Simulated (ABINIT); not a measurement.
An input for ABINIT 10.8.3 (MgTiF6 (R-3)):

```
acell 3*1.0 Angstrom
rprim 
  2.608280093927 1.505891214373 4.444507563992
  -2.608280093927 1.505891214373 4.444507563992
  0.000000000000 -3.011782428679 4.444507564015
ntypat 3
znucl 12 22 9
natom 8
typat 1 2 3 3 3 3 3 3
xred 
  0.500000000000 0.500000000000 0.500000000000
  0.000000000000 -0.000000000000 -0.000000000000
  0.671617650000 0.842455580000 0.242244330000
  0.842455580000 0.242244330000 0.671617650000
  0.757755670000 0.328382350000 0.157544420000
  0.157544420000 0.757755670000 0.328382350000
  0.328382350000 0.157544420000 0.757755670000
  0.242244330000 0.671617650000 0.842455580000
pp_dirpath "pseudos"
pseudos "Mg.upf, Ti.upf, F.upf"
ecut 38
ngkpt 2 2 2
nshiftk 1
shiftk 0 0 0
kptopt 1
chksymbreak 0
iscf -2
irdden 1
istwfk *1
nband 73
nbdbuf 6
tolwfr 1e-09
nstep 60
prtvol 0
indata_prefix "in"
outdata_prefix "out"
tmpdata_prefix "tmp"
```

```sh
OMP_NUM_THREADS=1 mpirun -n 4 abinit run.abi > log
```

Question: How long will it take on 4 MPI ranks of Intel Xeon Platinum 8259CL at 2.50GHz (Skylake/Cascade Lake), shared host, and how much memory?

It took 30 s; on shared hardware allow 15 s to 59 s. Peak host memory was 0.41 GiB.

[Paths, hosts, dates, memory and timing lines, banners, echoed tables and standing remarks are left out of the program output.]

[Logs are printed without paths, hosts, clocks, repeated set-up lines and the standing remarks that a program may print on its own settings, such as how far it seeks lower states.]

[Runs of the session that timed out or met a known fault of the program may be left out.]

[Hosts, paths, dates, database ids (printed as entryN), source tags and the programs' standing remarks are cut or masked in the printed files.]

[G0W0 gaps are taken among the corrected bands and points alone; a level outside them can change the order at an edge.]

[Where Ansatz stands beside ABINIT at settings called matched, ABINIT's density can come from a denser mesh and the files from another edition; pairs whose starting gaps differed by over 0.03 eV were left out, so agreement reads better than it is.]
